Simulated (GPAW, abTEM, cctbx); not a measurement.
## Sc3C2N4: the scripts behind a bonding study

Short scripts, each with its output. The cell comes from substitution in a known structure type and wasn't matched to any measured phase.

**1. Build the all-electron density and subtract free atoms**

```text
cell
1.0
     3.127054110    0.000000000    0.000000000
     0.000000000    5.668933440    0.000000000
    -1.563527055   -2.834466720    4.984108100
Sc N C
3 4 2
Direct
0.784069530 0.284069530 0.568139060
0.000000000 0.000000000 0.000000000
0.215930470 0.715930470 0.431860940
0.621384860 0.870119850 0.242769720
0.378615140 0.627350130 0.757230280
0.378615140 0.129880150 0.757230280
0.621384860 0.372649870 0.242769720
0.500000000 0.629386040 0.000000000
0.500000000 0.370613960 0.000000000
```

```python
import numpy as np
from ase.io import read
from ase.units import Bohr
from gpaw import GPAW, PW, FermiDirac
from gpaw.calculator import GPAW as OldGPAW
from gpaw.mpi import serial_comm, world
from scipy.special import erfc
from scipy.spatial import cKDTree

atoms = read("cell.vasp")
atoms.calc = GPAW(mode=PW(550), xc="PBE", kpts={"size": (6, 6, 6), "gamma": True},
                 occupations=FermiDirac(0.05), maxiter=120, symmetry={"tolerance": 1e-5}, txt="scf.txt")
atoms.get_potential_energy()
rho = atoms.calc.get_all_electron_density(gridrefinement=2)
moments = atoms.get_magnetic_moments() if atoms.calc.get_number_of_spins() == 2 else np.zeros(len(atoms))
total = atoms.get_magnetic_moment() if moments.any() else 0.0
if world.rank == 0:
    free = OldGPAW(mode=PW(550), xc="PBE", txt=None, communicator=serial_comm)
    neutral = atoms.copy()
    neutral.set_initial_magnetic_moments(None)
    free.initialize(neutral)
    free.set_positions(neutral)
    drho = rho - free.get_all_electron_density(gridrefinement=2)
    # GPAW starts from confined atoms: exchange their smooth part for that of the datasets' free atoms
    h = np.stack(np.meshgrid(*[np.fft.fftfreq(n, 1 / n) for n in drho.shape], indexing="ij"), -1)
    gabs = np.linalg.norm(h @ atoms.cell.reciprocal(), axis=-1)
    tails = np.fft.fftn(free.get_pseudo_density(gridrefinement=2))
    g, form, v0 = np.linspace(0, gabs.max(), 1500), {}, 0
    for e in set(atoms.symbols):
        idx = atoms.symbols.search(e)
        d = free.setups[idx[0]].data
        r, w = d.rgd.r_g * Bohr, d.rgd.r_g**2 * d.rgd.dr_g
        j0 = np.sinc(2 * g[:, None] * r)
        smooth = sum(f * p**2 for f, p in zip(d.f_j, d.phit_jg)) + np.sqrt(4 * np.pi) * d.nct_g
        full = sum(f * p**2 for f, p in zip(d.f_j, d.phi_jg)) + np.sqrt(4 * np.pi) * d.nc_g
        phase = sum(np.exp(-2j * np.pi * h @ s) for s in atoms.get_scaled_positions()[idx])
        tails -= np.interp(gabs, g, j0 @ (smooth * w)) * phase * drho.size / atoms.get_volume()
        form[e] = j0 @ (full * w)
        v0 += 2 * np.pi / 3 * 14.3996 * (full * w * r**2).sum() * len(idx)  # V A^3
    tails *= 0.5 * erfc((gabs - 1.8) / 0.25)  # the tails differ at long wavelengths alone
    drho += np.fft.ifftn(tails).real  # crystal minus superposed spherical free atoms
    np.save("drho.npy", drho)
    dv = atoms.get_volume() / drho.size
    print("grid", drho.shape, " electrons %.3f" % (rho.sum() * dv), " moved by bonding %.3f e" % (abs(drho).sum() * dv / 2))
    pts = np.indices(drho.shape).reshape(3, -1).T / drho.shape @ atoms.cell
    shifts = (np.indices((3, 3, 3)).reshape(3, -1).T - 1) @ atoms.cell
    images = (atoms.positions[None] + shifts[:, None]).reshape(-1, 3)
    dist, idx = cKDTree(images).query(pts, k=4)
    out = drho.ravel()[dist[:, 0] > 0.5]
    print("deformation density beyond 0.5 A of the nuclei: max %.3f, min %.3f e/A^3" % (out.max(), out.min()))
    tie = dist < dist[:, :1] + 1e-4
    q = -np.bincount((idx % len(atoms))[tie], (drho.ravel()[:, None] / tie.sum(1, keepdims=True) * tie)[tie], len(atoms)) * dv
    print("atom        x       y       z   Voronoi charge  moment")
    for a, s, c, m in zip(atoms, atoms.get_scaled_positions(), q, moments):
        print("%-2s%-3d %7.4f %7.4f %7.4f %10.3f %10.2f" % (a.symbol, a.index + 1, *s, c, m))
    np.savez("free.npz", g=g, **form)
    print("mean inner potential of superposed free atoms %.3f V" % (v0 / atoms.get_volume()))
    print("total magnetic moment %.3f muB" % total)
```

```console
$ OMP_NUM_THREADS=1 mpirun -n 4 gpaw python run.py > gpaw.log
```

```text
gpts.py:43: UserWarning: Initial realspace grid (18,32,35) inconsistent with symmetries.
gpts.py:43: UserWarning: Initial realspace grid (18,32,35) inconsistent with symmetries.
gpts.py:43: UserWarning: Initial realspace grid (18,32,35) inconsistent with symmetries.
gpts.py:43: UserWarning: Initial realspace grid (18,32,35) inconsistent with symmetries.
gpts.py:70: UserWarning: Using symmetrized grid: (35,35,35).
gpts.py:70: UserWarning: Using symmetrized grid: (35,35,35).
gpts.py:70: UserWarning: Using symmetrized grid: (35,35,35).
gpts.py:70: UserWarning: Using symmetrized grid: (35,35,35).
grid (70, 70, 70)  electrons 103.000  moved by bonding 2.060 e
deformation density beyond 0.5 A of the nuclei: max 0.542, min -0.144 e/A^3
atom        x       y       z   Voronoi charge  moment
Sc1    0.7841  0.2841  0.5681      0.368       0.00
Sc2    0.0000  0.0000  0.0000      0.316       0.00
Sc3    0.2159  0.7159  0.4319      0.368       0.00
N 4    0.6214  0.8701  0.2428     -0.316       0.00
N 5    0.3786  0.6274  0.7572     -0.316       0.00
N 6    0.3786  0.1299  0.7572     -0.316       0.00
N 7    0.6214  0.3726  0.2428     -0.316       0.00
C 8    0.5000  0.6294  0.0000      0.107       0.00
C 9    0.5000  0.3706  0.0000      0.107       0.00
mean inner potential of superposed free atoms 22.168 V
total magnetic moment 0.000 muB
```

Time: 84 s on 4 cores of Arm Neoverse V1 (shared host), peak memory 1.2 GiB.

**2. Fourier-transform the difference**

```python
from cctbx import adptbx, crystal, miller, xray
from cctbx.eltbx import tiny_pse
import numpy as np

cs = crystal.symmetry(unit_cell=(3.1271, 5.6689, 9.9682, 90, 90, 90), space_group_symbol='Hall: -I 2 2')  # Immm
atoms = [  # label, site, U (iso, or U11 U22 U33 U12 U13 U23 in A^2), occupancy
    ("Sc1", (0.5, 0, 0.28407), 0.0000, 1),
    ("Sc2", (0, 0, 0), 0.0000, 1),
    ("N1", (0.5, 0.74873, 0.12138), 0.0000, 1),
    ("C1", (0.5, 0.62939, 0), 0.0000, 1),
]
xs = xray.structure(crystal_symmetry=cs)
for label, site, u, occ in atoms:
    u = adptbx.u_cif_as_u_star(cs.unit_cell(), u) if isinstance(u, tuple) else u
    xs.add_scatterer(xray.scatterer(label, site=site, u=u, occupancy=occ))
xs.scattering_type_registry(table="wk1995")
drho = np.load("drho.npy")
T = np.array([[1, 0, 0], [0, 1, 0], [1, 1, 2]])  # conventional axes in terms of the primitive ones
dF = np.fft.ifftn(drho) * 176.70718  # electrons a conventional cell, indexed by primitive hkl
ms = miller.build_set(cs, anomalous_flag=False, d_min=0.9).sort("resolution")
iam = ms.structure_factors_from_scatterers(xs, algorithm="direct").f_calc()
p1 = xs.expand_to_p1()
z = np.array([tiny_pse.table(sc.scattering_type).atomic_number() for sc in p1.scatterers()])
x = np.array(p1.sites_frac())
free = np.load("free.npz")
print("static structure factors of the conventional cell: F in electrons, V (Mott-Bethe) in volts")
print("   h  k  l      d  |F| table  |F| free   |F| DFT   change   |V| free  |V| DFT  change %")
for h, d, table in list(zip(ms.indices(), ms.d_spacings().data(), iam.data()))[:16]:
    df = dF[tuple(np.rint(np.linalg.solve(T, h)).astype(int))]
    phase = np.exp(2j * np.pi * x @ h)
    f = sum(np.interp(1 / d, free["g"], free[sc.scattering_type]) * p for sc, p in zip(p1.scatterers(), phase))
    fz = (z * phase).sum()
    c = 14.3996 * d * d / (np.pi * cs.unit_cell().volume())
    v0, v1 = abs(fz - f) * c, abs(fz - f - df) * c
    print("%4d%3d%3d %7.4f %9.3f %9.3f %9.3f %8.3f %9.3f %8.3f %8s" % (h + (d, abs(table), abs(f), abs(f + df), abs(f + df) - abs(f), v0, v1, "%.1f" % (100 * (v1 / v0 - 1)) if v0 > 0.02 else "-")))
```

```console
$ python run.py
```

```text
static structure factors of the conventional cell: F in electrons, V (Mott-Bethe) in volts
   h  k  l      d  |F| table  |F| free   |F| DFT   change   |V| free  |V| DFT  change %
   0  0  2  4.9841     7.395     7.542     7.765    0.223     0.212    0.069    -67.6
   0  1  1  4.9278     6.779     6.874     7.032    0.158     0.291    0.192    -34.1
   1  0  1  2.9837     0.300     0.410     2.016    1.606     1.167    0.607    -48.0
   0  1  3  2.8666    59.263    59.147    58.667   -0.480     3.616    3.718      2.8
   0  2  0  2.8344    54.582    54.619    52.481   -2.137     2.931    3.376     15.2
   1  1  0  2.7381    20.520    20.461    19.985   -0.476     0.894    0.986     10.4
   0  0  4  2.4920    47.803    47.820    45.604   -2.216     2.812    3.168     12.7
   0  2  2  2.4639    27.083    27.026    26.419   -0.607     1.773    1.869      5.4
   1  1  2  2.3998    93.468    93.309    93.471    0.162     6.218    6.194     -0.4
   1  0  3  2.2772     3.408     3.326     4.406    1.080     0.157    0.012    -92.5
   1  2  1  2.0550    62.944    62.849    63.724    0.875     4.250    4.155     -2.3
   0  1  5  1.8807    27.573    27.578    28.675    1.097     1.859    1.759     -5.4
   0  2  4  1.8716    89.380    89.303    90.752    1.449     5.649    5.517     -2.3
   0  3  1  1.8566    24.110    24.124    24.169    0.045     1.727    1.723     -0.2
   1  1  4  1.8430     0.868     0.838     0.326   -0.512     0.339    0.294    -13.3
   1  2  3  1.7753    22.522    22.515    23.369    0.854     1.739    1.669     -4.0
```

Time: 0.36 s on 1 core of Arm Neoverse V1 (shared host), peak memory 0.08 GiB.

**3. Image through focus**

```python
import abtem
import numpy as np
from ase.build import make_supercell
from ase.io import read

abtem.config.set({"dask.lazy": False, "fft": "fftw", "diagnostics.progress_bar": False})
M = [[0, 1, 0], [1, 1, 2], [1, 0, 0]]  # rows: x, y and beam direction in the primitive cell's axes
unit = make_supercell(read("cell.vasp"), M)
unit.set_cell(list(unit.cell.lengths()) + [90, 90, 90], scale_atoms=True)
unit.positions[:, 2] += 0.7818  # keeps atomic planes off the slice boundaries
unit.wrap()
slab = unit * (2, 2, 18)
print(slab.get_chemical_formula(), "| box %.2f x %.2f x %.2f A" % tuple(slab.cell.lengths()))

# change of the potential by bonding, from the DFT deformation density (Poisson's equation term by term)
drho = np.load("drho.npy")
prim = read("cell.vasp")
h = np.stack(np.meshgrid(*[np.fft.fftfreq(n, 1 / n) for n in drho.shape], indexing="ij"), -1).reshape(-1, 3).astype(int)
g2 = ((h @ prim.cell.reciprocal()) ** 2).sum(1)
keep = (g2 > 0) & (g2 < 2.5**2)
shape = (71, 125, 20)
vg = np.zeros(shape, complex)
hm = h[keep] @ np.array(M).T
move = np.exp(-2j * np.pi * hm[:, 2] * (0.7818 / unit.cell[2, 2] - 0.5 / shape[2]))  # the same shift, sampled at mid-points
vg[tuple(hm.T % np.array(shape)[:, None])] = -14.3996 / np.pi * (np.fft.fftn(drho).ravel() / drho.size)[keep] / g2[keep] * move
dV = np.fft.ifftn(vg).real * vg.size
dV = dV.reshape(71, 125, 2, 10).mean(3) * unit.cell[2, 2] / 2  # V A, projected in each slice
dV = np.tile(dV.transpose(2, 0, 1), (18, 2, 2))


def build(atoms):
    p = abtem.Potential(atoms, gpts=(142, 250), slice_thickness=[slab.cell[2, 2] / 36] * 36,
                        parametrization="lobato", projection="infinite", exit_planes=12).build()
    p.array[:] += BONDING * dV
    return p


sigmas = {'Sc': 0.092, 'N': 0.107, 'C': 0.108}  # r.m.s. displacement along each axis, A
u = np.array([sigmas[s] for s in slab.symbols])[:, None]
rng = np.random.default_rng(811)


def potentials():
    for _ in range(2):  # frozen phonons, one configuration at a time
        atoms = slab.copy()
        atoms.positions += u * rng.standard_normal((len(atoms), 3))
        atoms.wrap()
        yield build(atoms)


for label, BONDING in (("IAM", 0.0), ("DFT", 1.0)):
    print("=====", label)
    rng = np.random.default_rng(811)  # the same displacements for both
    potential = build(slab)
    print("grid", potential.gpts, "slices", potential.num_slices)
    thickness = potential.exit_thicknesses
    columns = [  # name, x, y (A)
        ("Sc", 0.000, 2.832),
        ("Sc_b", 0.000, 0.000),
        ("N", 4.245, 1.210),
        ("C", 3.568, 0.000),
        ("void", 1.417, 2.492),
    ]
    waves = [abtem.PlaneWave(energy=200000).multislice(p) for p in potentials()]
    stack = []
    for defocus in [-20.0, 20.0, 60.0, 100.0, 180.0]:
        ctf = abtem.CTF(energy=200000, Cs=100000, defocus=defocus, focal_spread=30, semiangle_cutoff=35)
        ims = [w.apply_ctf(ctf).intensity() for w in waves]
        im = sum(ims[1:], ims[0]) / len(ims)
        a = im.array.reshape(len(thickness), 2, -1, 2, im.array.shape[-1] // 2).mean(axis=(1, 3))
        a = a / im.array[0].mean()
        stack.append(a)
        print("defocus %.0f A: intensity at the columns, vacuum = 1" % defocus)
        print("  t (A)     min     max" + "".join("%10s" % c[0][:9] for c in columns))
        for t, b in list(zip(thickness, a))[1:]:
            at = [b[round(x / im.sampling[0]) % b.shape[0], round(y / im.sampling[1]) % b.shape[1]] for _, x, y in columns]
            print("%7.1f %7.3f %7.3f" % (t, b.min(), b.max()) + "".join("%10.3f" % v for v in at))
    print("Scherzer defocus %.0f A, point resolution %.2f A" % (ctf.scherzer_defocus, ctf.point_resolution))
    np.save(label + "_hrtem.npy", np.array(stack))
```

```console
$ python run.py
```

```text
C288N576Sc432 | box 11.34 x 19.94 x 56.29 A
===== IAM
grid (142, 250) slices 36
defocus -20 A: intensity at the columns, vacuum = 1
  t (A)     min     max        Sc      Sc_b         N         C      void
   18.8   0.588   2.066     1.909     2.066     1.429     1.199     1.013
   37.5   0.181   2.790     2.419     2.770     1.748     1.238     1.053
   56.3   0.007   2.402     2.108     2.402     1.965     1.227     1.005
defocus 20 A: intensity at the columns, vacuum = 1
  t (A)     min     max        Sc      Sc_b         N         C      void
   18.8   0.652   1.196     0.981     1.030     1.060     1.136     1.095
   37.5   0.239   1.573     1.447     1.544     1.359     1.492     1.116
   56.3   0.023   2.185     1.965     2.185     1.779     1.837     1.036
defocus 60 A: intensity at the columns, vacuum = 1
  t (A)     min     max        Sc      Sc_b         N         C      void
   18.8   0.028   1.349     0.028     0.030     0.519     0.566     1.293
   37.5   0.004   1.562     0.490     0.498     0.289     0.334     1.522
   56.3   0.006   1.989     1.908     1.989     0.356     0.426     1.606
defocus 100 A: intensity at the columns, vacuum = 1
  t (A)     min     max        Sc      Sc_b         N         C      void
   18.8   0.357   1.847     0.480     0.452     0.956     0.924     1.838
   37.5   0.102   2.503     0.551     0.579     0.803     0.729     2.478
   56.3   0.021   2.657     1.211     1.345     0.455     0.437     2.560
defocus 180 A: intensity at the columns, vacuum = 1
  t (A)     min     max        Sc      Sc_b         N         C      void
   18.8   0.228   1.828     0.782     1.097     1.273     1.649     0.613
   37.5   0.002   2.631     0.956     1.604     1.107     2.253     0.383
   56.3   0.002   3.103     1.760     2.718     0.777     2.656     0.317
Scherzer defocus 61 A, point resolution 0.72 A
===== DFT
grid (142, 250) slices 36
defocus -20 A: intensity at the columns, vacuum = 1
  t (A)     min     max        Sc      Sc_b         N         C      void
   18.8   0.596   2.083     1.919     2.083     1.399     1.193     1.024
   37.5   0.186   2.815     2.436     2.799     1.665     1.218     1.074
   56.3   0.007   2.396     2.116     2.396     1.816     1.200     1.030
defocus 20 A: intensity at the columns, vacuum = 1
  t (A)     min     max        Sc      Sc_b         N         C      void
   18.8   0.650   1.195     0.982     1.032     1.062     1.138     1.094
   37.5   0.226   1.585     1.456     1.562     1.347     1.490     1.113
   56.3   0.017   2.204     1.974     2.204     1.734     1.822     1.027
defocus 60 A: intensity at the columns, vacuum = 1
  t (A)     min     max        Sc      Sc_b         N         C      void
   18.8   0.026   1.331     0.026     0.029     0.539     0.561     1.288
   37.5   0.004   1.520     0.502     0.509     0.313     0.327     1.511
   56.3   0.005   2.011     1.933     2.011     0.370     0.418     1.587
defocus 100 A: intensity at the columns, vacuum = 1
  t (A)     min     max        Sc      Sc_b         N         C      void
   18.8   0.336   1.841     0.464     0.432     1.006     0.922     1.833
   37.5   0.102   2.466     0.528     0.548     0.883     0.728     2.440
   56.3   0.025   2.568     1.174     1.289     0.528     0.438     2.465
defocus 180 A: intensity at the columns, vacuum = 1
  t (A)     min     max        Sc      Sc_b         N         C      void
   18.8   0.217   1.791     0.743     1.060     1.301     1.624     0.621
   37.5   0.001   2.564     0.915     1.557     1.161     2.213     0.352
   56.3   0.002   3.026     1.737     2.684     0.851     2.643     0.236
Scherzer defocus 61 A, point resolution 0.72 A
```

Time: 7 s.

[Outputs are excerpts: Python notices, other lines and further rows are left out; steps that failed or that the build refused (PBEsol, TPSS) are not shown.]

[Logs are printed without paths, hosts, clocks, repeated set-up lines and the standing remarks that a program may print on its own settings, such as how far it seeks lower states.]
